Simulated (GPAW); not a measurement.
# Work function of H/Ni(110) at several levels, part 2 of 2

Aim: the work function of both faces of H/Ni(110), and its spread over functionals and bases.

GPAW 26.7.0; GPAW, PAW setups; slab in vacuum, relaxation (the session's first sound run).

So far, upper work function (eV): step 2 (relaxation, PBE, GPAW) 5.82; step 5 (self-consistent run: xc = "LDA") 5.92; step 6 (OptPBE vdW: xc = "optPBE-vdW", GPAW, PAW setups, GPAW) 6.08; step 7 (self-consistent run: xc = "revPBE") 5.76; step 8 (self-consistent run: xc = "vdW-DF2", GPAW, PAW setups, GPAW) 6.33.

### 9. Real-space grid: mode = "fd"

A real-space grid is a second complete basis, so it checks the plane-wave result.

run.py

```python
import json
import numpy as np
from ase import Atoms
from gpaw import GPAW

slab = Atoms(
    ['Ni', 'Ni', 'Ni', 'Ni', 'Ni', 'H'],
    positions=[
        [0.00000, 0.00000, 7.00000],
        [1.76000, 1.24451, 8.24451],
        [0.00000, 0.00000, 9.48902],
        [1.76000, 1.24451, 10.78686],
        [-0.00000, 0.00000, 11.96390],
        [-0.00000, -0.00000, 13.43360]],
    cell=[[3.52, 0.0, 0.0], [0.0, 2.48902, 0.0], [0.0, 0.0, 20.52803]],
    pbc=[True, True, False],
    magmoms=[0.7, 0.7, 0.7, 0.7, 0.7, 0.0])

slab.calc = GPAW(mode='fd', h=0.18, xc='PBE', kpts={'size': (9, 13, 1), 'gamma': True},
                 occupations={'name': 'fermi-dirac', 'width': 0.1}, nbands='160%',
                 convergence={'density': 1e-05}, maxiter=200,
                 poissonsolver={'dipolelayer': 'xy'},
                 symmetry={'tolerance': 1e-3}, txt='slab.txt')
result = {}
energy = slab.get_potential_energy()
fermi = slab.calc.get_fermi_level()
v = slab.calc.get_electrostatic_potential().mean((0, 1)) - fermi
n = slab.calc.get_pseudo_density().mean((0, 1))
L = slab.cell[2, 2]
z = np.arange(len(v)) * L / len(v)
low, high = slab.positions[:, 2].min(), slab.positions[:, 2].max()
below, above = np.interp([low - 4.8, high + 4.8], z, v)
slopes = [np.interp(x, z, np.gradient(v, z)) for x in (low - 4.8, high + 4.8)]
eps = np.array([[slab.calc.get_eigenvalues(k, s) for k in range(len(slab.calc.get_ibz_k_points()))]
                for s in range(slab.calc.get_number_of_spins())]) - fermi
top, bottom = eps[eps < 0].max(), eps[eps > 0].min()
dipole = slab.get_dipole_moment()[2]
print(f'energy {energy:.4f} eV, Fermi level {fermi:.4f} eV, dipole {dipole:.5f} e A')
print(f'potential 4.8 A off the faces, from the Fermi level: lower {below:.4f} eV, upper {above:.4f} eV')
print(f'slope of the potential there: lower {slopes[0]:.5f}, upper {slopes[1]:.5f} eV/A')
print(f'nearest levels on the mesh: {top:.4f} and {bottom:.4f} eV')
print('magnetic moment', round(slab.get_magnetic_moment(), 3))
result.update(energy=energy, fermi=fermi, dipole=dipole, below=below, above=above, slopes=slopes, edges=[top, bottom],
              z=z.tolist(), v=v.tolist(), n=n.tolist(), positions=slab.positions.tolist(),
              forces=slab.get_forces(apply_constraint=False).tolist(), moments=slab.get_magnetic_moments().tolist())
json.dump(result, open('result.json', 'w'))
```

Started as:

```bash
> OMP_NUM_THREADS=1 OPENBLAS_NUM_THREADS=1 python run.py
```

Wall time 1.9 h (1 thread of Arm Neoverse N1, shared host); peak memory 2.5 GiB.

This step gave:

* dipole along the normal: -0.06142 e·Å
* levels nearest the Fermi level on the mesh: -8.25e-4, 0.001635 eV from the Fermi level
* upper work function: 5.827 eV
* lower work function: 4.558 eV
* site moments: 0.8180, 0.6940, 0.5931, 0.6369, 0.3802, -0.009676 μB
* sum of the site moments: 3.113 μB

The electrostatic potential energy of an electron (without an applied field's), less the Fermi level, planar mean oscillates, so the rows of the table below give means over windows of 1.24 Å about each position, cut where the curve ends. Its maxima inside the range that stand out by 2 % of the span (Å: eV): 7.6: -5.84, 8.8: -6.08, 10.2: -5.29, 11.4: -7.01, 13.1: 3.47. Its minima: 7.0: -10.4, 8.2: -11.0, 9.5: -10.9, 10.8: -11.2, 11.9: -10.5, 13.4: 2.73.

Table of electrostatic potential energy of an electron (without an applied field's), less the Fermi level, planar mean by z; means over each step:

z (Å), electrostatic potential energy of an electron (without an applied field's), less the Fermi level, planar mean (eV) and a bar from the least value:
```
     0.62        4.6 ###########################
     1.86        4.6 ###########################
     3.10        4.6 ###########################
     4.34        4.5 ###########################
     5.58        3.5 #########################
     6.82       -6.4 ####
     8.06       -8.4 
     9.30       -8.4 
    10.54       -8.3 
    11.78       -8.2 
    13.02        2.0 ######################
    14.26        5.3 #############################
    15.50        5.8 ##############################
    16.74        5.8 ##############################
    17.98        5.8 ##############################
    19.22        5.8 ##############################
```

The upper face's work function is 5.827 eV, against 5.825 eV in the first plane-wave PBE run at this geometry.

### 10. Atomic orbitals: mode = "lcao"

Atom-centred orbitals end a few angstrom from the surface, which tests how much the density's tail matters.

run.py, as its differences from that of step 9:

```diff
@@ -18,4 +18,4 @@
 
-slab.calc = GPAW(mode='fd', h=0.18, xc='PBE', kpts={'size': (9, 13, 1), 'gamma': True},
-                 occupations={'name': 'fermi-dirac', 'width': 0.1}, nbands='160%',
+slab.calc = GPAW(mode='lcao', basis='dzp', h=0.18, xc='PBE', kpts={'size': (9, 13, 1), 'gamma': True},
+                 occupations={'name': 'fermi-dirac', 'width': 0.1}, nbands='120%',
                  convergence={'density': 1e-05}, maxiter=200,
```

It took 2 h on 1 thread; peak memory 0.42 GiB.

Numbers from this step:

```yaml
dipole_along_the_normal: -0.06298 e·Å
levels_nearest_the_fermi_level_on_the_mesh: -0.003816, 0.003306 eV from the Fermi level
lower_work_function: 4.526 eV
site_moments: 0.8167, 0.6833, 0.5822, 0.6271, 0.3753, -0.009539 μB
sum_of_the_site_moments: 3.075 μB
```

The upper face's work function is 5.827 eV, against 5.825 eV in the first plane-wave PBE run at this geometry.

### 11. Cost and result by level

Times are for 1 thread of Arm Neoverse N1, shared host. The series side by side:

| no. | run | upper work function (eV) | lower work function (eV) | time | memory (GiB) |
| --- | --- | --- | --- | --- | --- |
| 1 | pw | 5.825 | 4.557 | 33 min | 0.59 |
| 2 | RPBE | 5.773 | 4.381 | 29 min | 0.59 |
| 3 | LDA | 5.920 | 4.934 | 33 min | 0.58 |
| 4 | optPBE vdW | 6.077 | 4.756 | 35 min | 0.76 |
| 5 | revPBE | 5.764 | 4.404 | 33 min | 0.59 |
| 6 | vdW DF2 | 6.334 | 4.980 | 33 min | 0.76 |
| 7 | fd | 5.827 | 4.558 | 1.9 h | 2.5 |
| 8 | lcao | 5.827 | 4.526 | 2 h | 0.42 |

### 12. Side by side

Results and costs are gathered.

This step: comparison of work functions, dipole and cost (GPAW 26.7.0).

Ladder, by row:

| step | code | work function, upper (eV) | work function, lower (eV) | dipole (e Å) | wall time (s) | peak memory (GiB) | threads |
| --- | --- | --- | --- | --- | --- | --- | --- |
| pw | GPAW | 5.825 | 4.557 | -0.06151 | 1977 | 0.59 | 1 |
| RPBE | GPAW | 5.773 | 4.381 | -0.06753 | 1762 | 0.59 | 1 |
| LDA | GPAW | 5.92 | 4.934 | -0.04788 | 1968 | 0.58 | 1 |
| optPBE-vdW | GPAW | 6.077 | 4.756 | -0.06409 | 2098 | 0.76 | 1 |
| revPBE | GPAW | 5.764 | 4.404 | -0.06601 | 2000 | 0.59 | 1 |
| vdW-DF2 | GPAW | 6.334 | 4.98 | -0.06568 | 2000 | 0.76 | 1 |
| fd | GPAW | 5.827 | 4.558 | -0.06142 | 6683 | 2.48 | 1 |
| lcao | GPAW | 5.827 | 4.526 | -0.06298 | 7364 | 0.42 | 1 |

### 13. A changed run

One more run, with changed settings.

This step: GPAW, PAW setups; slab in vacuum (GPAW 26.7.0).

run.py, as its differences from that of step 10:

```diff
@@ -3,3 +3,3 @@
 from ase import Atoms
-from gpaw import GPAW
+from gpaw import GPAW, PW
 
@@ -18,5 +18,5 @@
 
-slab.calc = GPAW(mode='lcao', basis='dzp', h=0.18, xc='PBE', kpts={'size': (9, 13, 1), 'gamma': True},
-                 occupations={'name': 'fermi-dirac', 'width': 0.1}, nbands='120%',
-                 convergence={'density': 1e-05}, maxiter=200,
+slab.calc = GPAW(mode=PW(500), xc='PBE', kpts={'size': (1, 1, 1), 'gamma': True},
+                 occupations={'name': 'fermi-dirac', 'width': 0.1}, nbands='160%',
+                 convergence={'density': 1e-05}, maxiter=50,
                  poissonsolver={'dipolelayer': 'xy'},
```

Elapsed: 67 s, on 1 thread; peak memory 0.22 GiB.

The run finished. A setting was moved off its sound value on purpose, so it serves as a test and not as the result.

The fault put into the input: one k-point (kpts = [1, 1]).

Side by side:

| quantity | this run | sound run | difference |
| --- | --- | --- | --- |
| dipole along the normal (e·Å) | -0.061932 | -0.061509 | -4.2e-4 |
| upper work function (eV) | 7.5490 | 5.8246 | 1.72 |
| lower work function (eV) | 6.2730 | 4.5573 | 1.72 |
| sum of the site moments (μB) | 5.1276 | 3.1130 | 2.01 |

The two runs differ clearly in the sum of the site moments: 5.13 μB against 3.11 μB.

### 14. Summary of results

| Property | Result |
| --- | --- |
| work function, upper and lower face | 5.825 and 4.557 eV |
| dipole along the normal | -0.0615 e Å |

What this shows: With plane waves and PBE the work function is 5.82 eV on the upper face and 4.56 eV on the lower. The two faces differ by 1.3 eV, the step that the slab's dipole makes (e p/(ε0 A) gives 1.3 eV), so the dipole layer is needed. Over the sound runs of the table the upper face's work function spans 5.764 (revPBE) to 6.334 eV (vdW-DF2). The cell of 8.76 Å² holds one H, started on one chosen site; other sites and coverages weren't tried. One magnetic start was tried; another order may lie lower. The in-plane lattice was kept as typed, which isn't the functional's own and leaves some strain; spin-orbit coupling and temperature are left out.

[Logs are printed without paths, hosts, clocks, repeated set-up lines and the standing remarks that a program may print on its own settings, such as how far it seeks lower states.]

[Hosts, paths, dates, database ids (printed as entryN), source tags and the programs' standing remarks are cut or masked in the printed files.]
